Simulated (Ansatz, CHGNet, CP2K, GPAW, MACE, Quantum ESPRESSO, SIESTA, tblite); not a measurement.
# CP2K runs on random packing of 55Li2O-45Nb2O5 (mol %) (96 atoms), part 2 of 2

Wanted: CP2K inputs and outputs for random packing of 55Li2O-45Nb2O5 (mol %) (96 atoms), checked against a plane-wave reference.

Program: CP2K 2026.2; the method stands at each step. Banners, paths, timers and routine set-up lines are dropped from the logs unmarked, and long logs keep their key lines alone; longer cuts are marked.

So far. Step 2 (PBE, DZVP-UZH, 800/50 Ry, diagonalisation): Forces lie 3.0 % from the reference's, at 32 times its CPU time (on 4 against 8 cores); the SCF took 87 steps, which the time reflects.

### 3. PBE, SZV-MOLOPT-SR, 800/50 Ry, diagonalisation

Method: Kohn-Sham DFT, PBE, GTH-PBE pseudopotentials, Gaussian and plane waves, SZV-MOLOPT-SR-GTH, diagonalisation.

input.inp reads:

```
&GLOBAL
  PROJECT cell
  RUN_TYPE ENERGY_FORCE
  PRINT_LEVEL LOW
&END GLOBAL
&FORCE_EVAL
  METHOD QS
  STRESS_TENSOR ANALYTICAL
  &DFT
    BASIS_SET_FILE_NAME BASIS_MOLOPT
    POTENTIAL_FILE_NAME GTH_POTENTIALS
    &MGRID
      CUTOFF 800
      REL_CUTOFF 50
      NGRIDS 5
    &END MGRID
    &QS
      EPS_DEFAULT 1.0E-12
    &END QS
    &SCF
      SCF_GUESS ATOMIC
      EPS_SCF 1.0E-06
      MAX_SCF 200
      ADDED_MOS 14
      &DIAGONALIZATION
        ALGORITHM STANDARD
      &END DIAGONALIZATION
      &SMEAR ON
        METHOD FERMI_DIRAC
        ELECTRONIC_TEMPERATURE [K] 580
      &END SMEAR
      &MIXING
        METHOD BROYDEN_MIXING
        ALPHA 0.3
        NBROYDEN 8
      &END MIXING
      &PRINT
        &RESTART OFF
        &END RESTART
      &END PRINT
    &END SCF
    &XC
      &XC_FUNCTIONAL PBE
      &END XC_FUNCTIONAL
    &END XC
    &PRINT
      &MULLIKEN ON
      &END MULLIKEN
      &HIRSHFELD ON
        SHAPE_FUNCTION DENSITY
      &END HIRSHFELD
      &MO ON
        EIGENVALUES T
        OCCUPATION_NUMBERS T
        MO_INDEX_RANGE 307 330
        &EACH
          QS_SCF 0
        &END EACH
        ADD_LAST NUMERIC
      &END MO
    &END PRINT
  &END DFT
  &SUBSYS
    &CELL
      A 10.53340 0.00000 0.00000
      B 0.00000 10.53340 0.00000
      C 0.00000 0.00000 10.53340
    &END CELL
    &COORD
      Li 3.06648 5.34201 6.33700
      Li 8.14442 4.58835 1.88137
      Li 8.11504 0.19866 3.23881
      Li 1.46383 3.53311 5.43376
      Li 5.22172 9.76046 7.92112
      Li 6.60234 5.86257 3.72682
      Li 5.33569 7.10878 8.91968
      Li 5.69320 9.81787 5.46631
      Li 8.40376 7.79556 8.07185
      Li 3.33445 0.91124 7.68559
      Li 2.59596 7.73741 2.58290
      Li 6.75223 5.09553 10.26754
      Li 8.47096 1.52471 0.50529
      Li 2.04854 9.14057 8.24344
      Li 10.45977 4.83062 3.38175
      Li 0.90872 0.96423 5.25975
      Li 7.36611 3.10830 3.71861
      Li 4.53010 5.85931 1.96954
      Li 3.01645 1.15962 0.68857
      Li 0.90503 9.33891 3.54596
[... 72 atom lines left out ...]
      Nb 0.00274 4.95144 10.26417
      Nb 3.36310 9.13688 0.55701
      Nb 5.99572 9.06410 10.46799
      Nb 9.05240 1.94457 5.22646
    &END COORD
    &KIND Li
      BASIS_SET SZV-MOLOPT-SR-GTH-q3
      POTENTIAL GTH-PBE-q3
    &END KIND
    &KIND O
      BASIS_SET SZV-MOLOPT-SR-GTH-q6
      POTENTIAL GTH-PBE-q6
    &END KIND
    &KIND Nb
      BASIS_SET SZV-MOLOPT-SR-GTH-q13
      POTENTIAL GTH-PBE-q13
    &END KIND
  &END SUBSYS
  &PRINT
    &FORCES ON
    &END FORCES
    &STRESS_TENSOR ON
    &END STRESS_TENSOR
  &END PRINT
&END FORCE_EVAL
```

Started as:

```bash
OMP_NUM_THREADS=2 cp2k.psmp -i input.inp > output.txt
```

Numbers of over 12 decimals in the logs are rounded to 6 here.

Output:

```text
CP2K| version string:                                       CP2K version 2026.2
 CP2K| Input file name                                                 input.inp
 GLOBAL| Basis set file name                                        BASIS_MOLOPT
 GLOBAL| Potential file name                                      GTH_POTENTIALS
 GLOBAL| Run type                                                   ENERGY_FORCE
 GLOBAL| Total number of message passing processes                             1
 GLOBAL| Number of threads for this process                                    2
[... lines left out ...]
                        Smear method:                                FERMI_DIRAC
[... lines left out ...]
 Number of electrons:                                                        636
[... lines left out ...]
  Step     Update method      Time    Convergence         Total energy    Change
[... lines left out ...]
  *** SCF run converged in    69 steps ***
[... lines left out ...]
  Fermi energy:                                                 0.243566
  Total energy:                                             -2084.661997
  Total energy (extrapolated to T->0):                      -2084.649838
[... lines left out ...]
 MO| E(Fermi):            0.243566 a.u.          6.627766 eV
[... lines left out ...]
     96       Nb     3      13.000         12.726                         0.274
  Total Charge                                                            0.001
 !-----------------------------------------------------------------------------!
 ENERGY| Total FORCE_EVAL ( QS ) energy [hartree]          -2084.661997
 FORCES| Atomic forces [hartree/bohr]
 FORCES|   Atom     x               y               z               |f|
 FORCES|      1  1.22077461E-02  1.91135628E-02 -3.98930461E-02   4.58891324E-02
 FORCES|      2  1.40052862E-02 -3.31840059E-03 -1.27697792E-02   1.92412860E-02
 FORCES|      3 -6.19559182E-03  2.05122099E-02 -7.52137517E-03   2.27091875E-02
[...]
FORCES|     95  1.11638731E-01  2.30606543E-02  2.01008918E-02   1.15754248E-01
 FORCES|     96  3.70944633E-03 -3.31845721E-02 -3.36278339E-02   4.73899465E-02
 FORCES| Sum     1.19320424E-03 -2.35848612E-03 -8.67550666E-04
 FORCES| Total atomic force                                       2.78187658E-03
 STRESS| Analytical stress tensor [bar]
 STRESS|                        x                   y                   z
 STRESS|      x       -6.88067575969E+04   2.15804910354E+04  -1.23350334562E+04
 STRESS|      y        2.15804910354E+04  -1.00506969836E+05   4.99182804103E+03
 STRESS|      z       -1.23350334562E+04   4.99182804103E+03  -9.48012934506E+04
 STRESS| 1/3 Trace                                            -8.80383402944E+04
```

Run time: 11 min. Hardware: 2 threads of Arm Neoverse V1, shared host; peak memory 4.1 GiB; 20 min of CPU time.

Against the reference:

```yaml
r_m_s_force_component: 1.664 eV/Å
r_m_s_difference_of_force_components: 343.5 meV/Å
longest_difference_of_force_vectors: 1841 meV/Å
force_difference_over_r_m_s_force: 18.7 %
slope_of_forces_against_the_reference_s: 0.8926
correlation_of_force_components: 0.9856
pressure: -8.804 GPa
pressure_difference: 6.797 GPa
```

This is a coarse setting, run to see what it loses.

Against the first run (3.0 %), the force difference from the reference is 19 %, at 0.42 times the CPU time (on 2 against 4 cores), with 448 basis functions against 1328; this set comes with other potentials too, so the change isn't the basis's alone.

### 4. The ladder

Differences are against the plane-wave reference, forces as r.m.s. over components; share is that over the reference's r.m.s. force, slope the least-squares factor from reference forces to these. Total energies of different programs have different zeros and aren't compared.

```
                                                         run  Δ force, r.m.s. (meV/Å)  share (%)  slope  Δ pressure (GPa)  cores  CPU time  memory (GiB)
                                                   reference                        -          -      -                 -      8      90 s           1.7
              CP2K PBE, DZVP-UZH, 800/50 Ry, diagonalisation                     55.4       3.01  0.993              1.03      4    48 min           6.1
CP2K PBE, SZV-MOLOPT-SR, 800/50 Ry, diagonalisation (coarse)                      343       18.7  0.893              6.80      2    20 min           4.1
```

Rows marked coarse were listed beforehand as settings not expected to be converged; some can still land near the reference.

CPU time is summed over cores on a shared host, where runs went side by side, so it is rough. Symmetry, cutoffs, thresholds, outputs and thread counts weren't matched or tuned between programs; memory under MPI is the largest rank's times the ranks.

Mean charges by element (e), by run and scheme:

```
                                           run     scheme     Li      O     Nb
                                     reference     Löwdin  +0.71  -0.53  +0.98
CP2K PBE, DZVP-UZH, 800/50 Ry, diagonalisation   Mulliken  +0.65  -0.50  +0.77
CP2K PBE, DZVP-UZH, 800/50 Ry, diagonalisation  Hirshfeld  +0.09  -0.22  +0.57
```

The reference's Löwdin charges lack the electrons that the projection spills, 0.038 e an atom on average.

Further runs of this program without a result: CP2K GFN1-xTB, diagonalisation (not converged).

### 5. What came out

```yaml
nearest_in_forces: CP2K PBE, DZVP-UZH, 800/50 Ry, diagonalisation, 3.0 %
its_cpu_time: 48 min
```

The PBE run in local orbitals, coarse settings apart, differs by 3.0 % (CP2K PBE, DZVP-UZH, 800/50 Ry, diagonalisation); basis, grid and potentials can all enter. CP2K PBE, DZVP-UZH, 800/50 Ry, diagonalisation needed 87 SCF steps, so its time overstates the method's usual cost. Runs with settings chosen to be coarse differ by 19 % (CP2K PBE, SZV-MOLOPT-SR, 800/50 Ry, diagonalisation), their programs' other errors included. None of the electronic-structure runs in the table takes under half the reference's CPU time of 90 s; they take 13 to 32 times as much. CP2K PBE, SZV-MOLOPT-SR, 800/50 Ry, diagonalisation softens the forces by a factor of 0.89 while following their directions (correlation 0.986); the slopes of the 2 CP2K runs lie between 0.89 and 0.99. In pressure, CP2K PBE, SZV-MOLOPT-SR, 800/50 Ry, diagonalisation misses by +6.8 GPa, at the same functional. Charges hang on scheme and program or settings: among these rows the mean for Li runs from +0.09 to +0.71 e. The reference's stress is far from hydrostatic: its diagonal is -13.4, -17.0, -16.4 GPa, compression counted positive. The reference's pressure of -16 GPa belongs to a cell and atoms that aren't relaxed at this level. The runs have no spin polarisation, so moments on Nb can't form, and no Hubbard term. The electronic-structure runs sample only Γ, in a cell whose shortest periodic width is 11 Å, which is coarse for a cell with partly filled levels.

[Also dropped from logs without a mark: logging warnings of Python, and SIESTA's first energy breakdown and zero terms.]

[Logs are printed without paths, hosts, clocks, repeated set-up lines and the standing remarks that a program may print on its own settings, such as how far it seeks lower states.]

[Hosts, paths, dates, database ids (printed as entryN), source tags and the programs' standing remarks are cut or masked in the printed files.]
